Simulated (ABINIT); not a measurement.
## Converging GW for LiF (Griceite) in ABINIT

Aim: raise bands and screening cutoff together for LiF (Griceite) and follow gap and time.

Program: ABINIT 10.8.3. Level of theory: PBE and many-body steps on it, plane waves. Results are calculated unless marked as measured.

## Step 1: The structure

Symmetry: Fm-3m, No. 225, cubic system. Conventional cell: a = 4.028 Å, b = 4.028 Å, c = 4.028 Å, α = 90.00°, β = 90.00°, γ = 90.00°. Li has 6 F at 2.01 Å nearest. Nearest to F lie 6 Li at 2.01 Å. Farther neighbours and most contacts between anions are not listed.

As a file:

```cif
data_structure
_symmetry_space_group_name_H-M 'P 1'
_symmetry_Int_Tables_number 1
_cell_length_a 2.8482
_cell_length_b 2.8482
_cell_length_c 2.8482
_cell_angle_alpha 60.000
_cell_angle_beta 60.000
_cell_angle_gamma 60.000
_cell_volume 16.34
loop_
_atom_site_label
_atom_site_type_symbol
_atom_site_fract_x
_atom_site_fract_y
_atom_site_fract_z
_atom_site_occupancy
Li1 Li 0.00000 0.00000 0.00000 1
F2 F 0.50000 0.50000 0.50000 1
```

The cell and positions come from the Crystallography Open Database and are kept as given unless a step says otherwise.

## Step 2: Empty states on the mesh, 8×8×8 mesh, 309 bands

This step: ABINIT 10.8.3; DFT, PBE, plane waves, norm-conserving pseudopotentials.

The sums over transitions need many empty states on a uniform mesh; this step solves for them.

run.abi reads:

```
acell 3*1.0 Angstrom
rprim 
  -0.000000000000 2.014000000000 2.014000000000
  2.014000000000 -0.000000000000 2.014000000000
  2.014000000000 2.014000000000 -0.000000000000
ntypat 2
znucl 3 9
natom 2
typat 1 2
xred 
  0.000000000000 0.000000000000 0.000000000000
  0.500000000000 0.500000000000 0.500000000000
pp_dirpath "pseudos"
pseudos "Li.upf, F.upf"
ecut 36
ngkpt 8 8 8
nshiftk 1
shiftk 0 0 0
kptopt 1
chksymbreak 0
irdden 1
istwfk *1
nband 309
prtvol 0
optdriver 6
gwr_task "HDIAGO"
paral_kgb 0
occopt 1
indata_prefix "in"
outdata_prefix "out"
tmpdata_prefix "tmp"
```

The run is started by

```
> OMP_NUM_THREADS=1 mpirun -n 4 abinit run.abi > log
```

Output:

```text
.Version 10.8.3 of ABINIT. v10.8.2 released Aug 2026.

 Symmetries : space group Fm -3 m (#225); Bravais cF (face-center cubic)
[... echo of the input left out ...]
== DATASET  1 ==================================================================
-   mpi_nproc: 4, omp_nthreads: 1 (-1 if OMP is not activated)

--- !DatasetInfo
iteration_state: {dtset: 1, }
dimensions: {natom: 2, nkpt: 29, mband: 309, nsppol: 1, nspinor: 1, nspden: 1, mpw: 1158, }
cutoff_energies: {ecut:  36.0, pawecutdg:  -1.0, }
[...]
Direct band gap semiconductor
 Fundamental gap:     9.115 (eV)
   VBM:    -0.974 (eV) at k: [ 0.0000E+00,  0.0000E+00,  0.0000E+00]
   CBM:     8.141 (eV) at k: [ 0.0000E+00,  0.0000E+00,  0.0000E+00]
 Direct gap:         9.115 (eV) at k: [ 0.0000E+00,  0.0000E+00,  0.0000E+00]

== END DATASET(S) ==============================================================
================================================================================

 -outvars: echo values of variables after computation  --------
           etotal      0.0000000000E+00
            nband         309
             nkpt          29
          spgroup         225
 [... the other variables as echoed above ...]

 Calculation completed.
```

It took 16 s on 4 MPI ranks of Intel Xeon Platinum 8375C at 2.90GHz (Ice Lake), shared host; peak memory 0.49 GiB.

This step gave:

- gap: 9.115 eV
- k of the valence top: 0, 0, 0
- k of the conduction bottom: 0, 0, 0
- least direct gap: 9.115 eV
- k points computed: 29
- lowest point of the top converged band, above the valence top: 384.5253 eV

On this mesh the gap is 9.115 eV.

The density comes from a self-consistent run that is not shown.

## Step 3: Screening, 8×8×8 mesh, 42 bands, screening to 152.4 eV

The RPA dielectric matrix is built and inverted for each q.

This step: RPA screening on PBE, plane waves, norm-conserving pseudopotentials.

run.abi, as its differences from that of step 2:

```diff
@@ -20,10 +20,11 @@
 chksymbreak 0
-irdden 1
 istwfk *1
-nband 309
-prtvol 0
-optdriver 6
-gwr_task "HDIAGO"
-paral_kgb 0
 occopt 1
+irdwfk 1
+optdriver 3
+nband 42
+ecuteps 5.6
+inclvkb 2
+awtr 1
+symchi 1
 indata_prefix "in"
```

Output:

```text
.Version 10.8.3 of ABINIT. v10.8.2 released Aug 2026.

 Symmetries : space group Fm -3 m (#225); Bravais cF (face-center cubic)
[... echo of the input left out ...]
== DATASET  1 ==================================================================
-   mpi_nproc: 4, omp_nthreads: 1 (-1 if OMP is not activated)

--- !DatasetInfo
iteration_state: {dtset: 1, }
dimensions: {natom: 2, nkpt: 29, mband: 42, nsppol: 1, nspinor: 1, nspden: 1, mpw: 1158, }
cutoff_energies: {ecut:  36.0, pawecutdg:  -1.0, }
electrons: {nelect:   1.00000000E+01, charge:   0.00000000E+00, occopt:   1.00000000E+00, tsmear:   1.00000000E-02, }

 SCREENING: Calculation of the susceptibility and dielectric matrices

 Based on a program developped by R.W. Godby, V. Olevano, G. Onida, and L. Reining.
 Incorporated in ABINIT by V. Olevano, G.-M. Rignanese, and M. Torrent.
.Using double precision arithmetic ; gwpc =  8

[... cell and pseudopotentials left out ...]
--------------------------------------------------------------------------------

 ==== K-mesh for the wavefunctions ====
 Number of points in the irreducible wedge :    29
[... list of points left out ...]
 Together with 48 symmetry operations and time-reversal symmetry
 yields   512 points in the full Brillouin Zone.

 ==== Q-mesh for the screening function ====
 Number of points in the irreducible wedge :    29
[... list of points left out ...]
 Together with 48 symmetry operations and time-reversal symmetry
 yields   512 points in the full Brillouin Zone.

 setmesh: FFT mesh size selected  =    24x   24x   24
          total number of points  =        13824

 vcoul_init : cutoff-mode = AUXILIARY_FUNCTION
 q-points for optical limit:   1
     1)      0.000010    0.000020    0.000030

- screening: taking advantage of time-reversal symmetry
- Maximum band index for partially occupied states nbvw = 5
- Remaining bands to be divided among processors   nbcw = 37
- Number of bands treated by each node ~9

 Number of electrons calculated from density =   10.0000; Expected =   10.0000
 average of density, n =  0.090697
 r_s =    1.3807
 omega_plasma =   29.0505 [eV]

 calculating chi0 at frequencies [eV] :
  1    0.000000E+00    0.000000E+00
  2    0.000000E+00    2.905047E+01

--------------------------------------------------------------------------------
  q-point number  1        q = ( 0.000000, 0.000000, 0.000000) [r.l.u.]
--------------------------------------------------------------------------------
[... chi0 elements left out ...]
 For q-point:  0.000010 0.000020 0.000030
  dielectric constant =   1.9710
  dielectric constant without local fields =   2.0715

  Average fulfillment of the sum rule on Im[epsilon] for q-point    1 :     57.67  [%]
[... wings left out ...]
  q-point number  2        q = ( 0.125000, 0.000000, 0.000000) [r.l.u.]
--------------------------------------------------------------------------------
[... chi0 elements left out ...]
  Average fulfillment of the sum rule on Im[epsilon] for q-point    2 :     79.76  [%]

 [... 27 further q-points ...]
```

The job ended after 2 min (4 MPI ranks; peak memory 0.8 GiB).

Numbers from this step:

* ε∞ with local fields, on this mesh, along the program's q direction: 1.971
* the same without local fields: 2.071
* plasma frequency: 29.05 eV
* plane waves in the screening matrix: 65

Local fields lower ε∞ by 5 %.

## Step 4: 42 bands, 152.4 eV

The self-energy is evaluated for the states that the input lists, and the levels follow from it, in one-shot runs by the linearised quasiparticle equation.

This step: G0W0 on PBE, plane waves, norm-conserving pseudopotentials.

run.abi, as its differences from that of step 3:

```diff
@@ -23,8 +23,15 @@
 irdwfk 1
-optdriver 3
+optdriver 4
 nband 42
+gwcalctyp 0
+ecutsigx 36
+symsigma 1
+nkptgw 1
+kptgw 
+  0.0000000000 0.0000000000 0.0000000000
+bdgw 
+  3 9
 ecuteps 5.6
-inclvkb 2
-awtr 1
-symchi 1
+irdscr 1
+ppmodel 1
 indata_prefix "in"
```

Output:

```text
.Version 10.8.3 of ABINIT. v10.8.2 released Aug 2026.

 Symmetries : space group Fm -3 m (#225); Bravais cF (face-center cubic)
[... echo of the input left out ...]
== DATASET  1 ==================================================================
-   mpi_nproc: 4, omp_nthreads: 1 (-1 if OMP is not activated)

--- !DatasetInfo
iteration_state: {dtset: 1, }
dimensions: {natom: 2, nkpt: 29, mband: 42, nsppol: 1, nspinor: 1, nspden: 1, mpw: 1158, }
cutoff_energies: {ecut:  36.0, pawecutdg:  -1.0, }
electrons: {nelect:   1.00000000E+01, charge:   0.00000000E+00, occopt:   1.00000000E+00, tsmear:   1.00000000E-02, }

 SIGMA: Calculation of the GW corrections

 Based on a program developped by R.W. Godby, V. Olevano, G. Onida, and L. Reining.
 Incorporated in ABINIT by V. Olevano, G.-M. Rignanese, and M. Torrent.
.Using double precision arithmetic ; gwpc =  8

[... cell and pseudopotentials left out ...]
--------------------------------------------------------------------------------

 ==== K-mesh for the wavefunctions ====
 Number of points in the irreducible wedge :    29
[... list of points left out ...]
 Together with 48 symmetry operations and time-reversal symmetry
 yields   512 points in the full Brillouin Zone.

 ==== Q-mesh for screening function ====
 Number of points in the irreducible wedge :    29
[... list of points left out ...]
 Together with 48 symmetry operations and time-reversal symmetry
 yields   512 points in the full Brillouin Zone.

 vcoul_init : cutoff-mode = AUXILIARY_FUNCTION
 q-points for optical limit:   1
     1)      0.000010    0.000020    0.000030
 setmesh: FFT mesh size selected  =    30x   30x   30
          total number of points  =        27000

 Number of electrons calculated from density =   10.0000; Expected =   10.0000
 average of density, n =  0.090697
 r_s =    1.3807
 omega_plasma =   29.0505 [eV]

 === KS Band Gaps ===
  >>>> For spin  1
   Minimum direct gap =   9.1146 [eV], located at k-point      :   0.0000  0.0000  0.0000
   Fundamental gap    =   9.1146 [eV], Top of valence bands at :   0.0000  0.0000  0.0000
                                       Bottom of conduction at :   0.0000  0.0000  0.0000
 SIGMA fundamental parameters:
 PLASMON POLE MODEL  1
 number of plane-waves for SigmaX                 1139
 number of plane-waves for SigmaC and W             65
 number of plane-waves for wavefunctions          1139
 number of bands                                    42
 number of independent spin polarizations            1
 number of spinorial components                      1
 number of k-points in IBZ                          29
 number of q-points in IBZ                          29
 number of symmetry operations                      48
 number of k-points in BZ                          512
 number of q-points in BZ                          512
 number of frequencies for dSigma/dE                 9
 frequency step for dSigma/dE [eV]                0.25
 number of omega for Sigma on real axis              0
 max omega for Sigma on real axis  [eV]           0.00
 zcut for avoiding poles [eV]                     0.10

 EPSILON^-1 parameters (SCR file):
 dimension of the eps^-1 matrix on file             65
 dimension of the eps^-1 matrix used                65
 number of plane-waves for wavefunctions          1139
 number of bands                                    42
 number of q-points in IBZ                          29
 number of frequencies                               2
 number of real frequencies                          1
 number of imag frequencies                          1

 matrix elements of self-energy operator (all in [eV])

 Perturbative Calculation

--- !SelfEnergy_ee
iteration_state: {dtset: 1, }
kpoint     : [   0.000,    0.000,    0.000, ]
spin       : 1
KS_gap     :    9.115
QP_gap     :   13.199
Delta_QP_KS:    4.084
data: !SigmaeeData |
     Band     E0 <VxcDFT>   SigX SigC(E0)      Z dSigC/dE  Sig(E)    E-E0       E
        3  -0.974 -23.053 -30.736   4.698   0.832  -0.202 -25.535  -2.482  -3.456
        4  -0.974 -23.053 -30.736   4.698   0.832  -0.202 -25.535  -2.482  -3.456
        5  -0.974 -23.053 -30.736   4.698   0.832  -0.202 -25.535  -2.482  -3.456
        6   8.141 -11.451  -6.603  -3.053   0.893  -0.120  -9.848   1.602   9.743
        7  23.017 -10.011  -3.078  -3.954   0.884  -0.131  -7.379   2.633  25.649
        8  23.017 -10.011  -3.078  -3.954   0.884  -0.131  -7.379   2.633  25.649
        9  23.017 -10.011  -3.078  -3.954   0.884  -0.131  -7.379   2.633  25.649

== END DATASET(S) ==============================================================
================================================================================

 -outvars: echo values of variables after computation  --------
           etotal      0.0000000000E+00
            nband          42
             nkpt          29
          spgroup         225
 [... the other variables as echoed above ...]

 Calculation completed.
```

Elapsed: 3.6 s, on 4 MPI ranks; peak memory 0.6 GiB; 13 s of CPU time.

Numbers from this step:

- G0W0 gap on the points computed: 13.20 eV
- starting gap on the mesh: 9.115 eV
- k of the valence top: 0, 0, 0
- k of the conduction bottom: 0, 0, 0
- Z at the valence top: 0.832
- Z at the conduction bottom: 0.893
- least direct G0W0 gap on the computed points: 13.20 eV

The gap on the mesh goes from 9.11 eV to 13.20 eV, a correction of +4.08 eV.

## Step 5: Screening, 8×8×8 mesh, 126 bands, screening to 283 eV

This step: RPA screening on PBE, plane waves, norm-conserving pseudopotentials.

run.abi, as its differences from that of step 4:

```diff
@@ -23,15 +23,8 @@
 irdwfk 1
-optdriver 4
-nband 42
-gwcalctyp 0
-ecutsigx 36
-symsigma 1
-nkptgw 1
-kptgw 
-  0.0000000000 0.0000000000 0.0000000000
-bdgw 
-  3 9
-ecuteps 5.6
-irdscr 1
-ppmodel 1
+optdriver 3
+nband 126
+ecuteps 10.4
+inclvkb 2
+awtr 1
+symchi 1
 indata_prefix "in"
```

Output:

```text
.Version 10.8.3 of ABINIT. v10.8.2 released Aug 2026.

 Symmetries : space group Fm -3 m (#225); Bravais cF (face-center cubic)
[... echo of the input left out ...]
== DATASET  1 ==================================================================
-   mpi_nproc: 4, omp_nthreads: 1 (-1 if OMP is not activated)

--- !DatasetInfo
iteration_state: {dtset: 1, }
dimensions: {natom: 2, nkpt: 29, mband: 126, nsppol: 1, nspinor: 1, nspden: 1, mpw: 1158, }
cutoff_energies: {ecut:  36.0, pawecutdg:  -1.0, }
electrons: {nelect:   1.00000000E+01, charge:   0.00000000E+00, occopt:   1.00000000E+00, tsmear:   1.00000000E-02, }

 SCREENING: Calculation of the susceptibility and dielectric matrices

 Based on a program developped by R.W. Godby, V. Olevano, G. Onida, and L. Reining.
 Incorporated in ABINIT by V. Olevano, G.-M. Rignanese, and M. Torrent.
.Using double precision arithmetic ; gwpc =  8

[... cell and pseudopotentials left out ...]
--------------------------------------------------------------------------------

 ==== K-mesh for the wavefunctions ====
 Number of points in the irreducible wedge :    29
[... list of points left out ...]
 Together with 48 symmetry operations and time-reversal symmetry
 yields   512 points in the full Brillouin Zone.

 ==== Q-mesh for the screening function ====
 Number of points in the irreducible wedge :    29
[... list of points left out ...]
 Together with 48 symmetry operations and time-reversal symmetry
 yields   512 points in the full Brillouin Zone.

 setmesh: FFT mesh size selected  =    24x   24x   24
          total number of points  =        13824

 vcoul_init : cutoff-mode = AUXILIARY_FUNCTION
 q-points for optical limit:   1
     1)      0.000010    0.000020    0.000030

- screening: taking advantage of time-reversal symmetry
- Maximum band index for partially occupied states nbvw = 5
- Remaining bands to be divided among processors   nbcw = 121
- Number of bands treated by each node ~30

 Number of electrons calculated from density =   10.0000; Expected =   10.0000
 average of density, n =  0.090697
 r_s =    1.3807
 omega_plasma =   29.0505 [eV]

 calculating chi0 at frequencies [eV] :
  1    0.000000E+00    0.000000E+00
  2    0.000000E+00    2.905047E+01

--------------------------------------------------------------------------------
  q-point number  1        q = ( 0.000000, 0.000000, 0.000000) [r.l.u.]
--------------------------------------------------------------------------------
[... chi0 elements left out ...]
 For q-point:  0.000010 0.000020 0.000030
  dielectric constant =   1.9652
  dielectric constant without local fields =   2.0784

  Average fulfillment of the sum rule on Im[epsilon] for q-point    1 :     86.29  [%]
[... wings left out ...]
  q-point number  2        q = ( 0.125000, 0.000000, 0.000000) [r.l.u.]
--------------------------------------------------------------------------------
[... chi0 elements left out ...]
  Average fulfillment of the sum rule on Im[epsilon] for q-point    2 :     96.91  [%]

 [... 27 further q-points ...]
```

It took 5.7 min on 4 MPI ranks; peak memory 1.5 GiB.

This step gave:

```yaml
eps_infinity_with_local_fields_on_this_mesh_along_the_program_s_q_direction: 1.965
the_same_without_local_fields: 2.078
plasma_frequency: 29.05 eV
plane_waves_in_the_screening_matrix: 169
```

(Continued in part 2 of 2.)

[Paths, hosts, dates, memory and timing lines, banners, echoed tables and standing remarks are left out of the program output.]

[Logs are printed without paths, hosts, clocks, repeated set-up lines and the standing remarks that a program may print on its own settings, such as how far it seeks lower states.]

[Runs of the session that timed out or met a known fault of the program may be left out.]

[No measured gap is set beside runs whose start may be inverted or whose files or cutoffs have a known fault.]

[Hosts, paths, dates, database ids (printed as entryN), source tags and the programs' standing remarks are cut or masked in the printed files.]

[G0W0 gaps are taken among the corrected bands and points alone; a level outside them can change the order at an edge.]

[Where Ansatz stands beside ABINIT at settings called matched, ABINIT's density can come from a denser mesh and the files from another edition; pairs whose starting gaps differed by over 0.03 eV were left out, so agreement reads better than it is.]
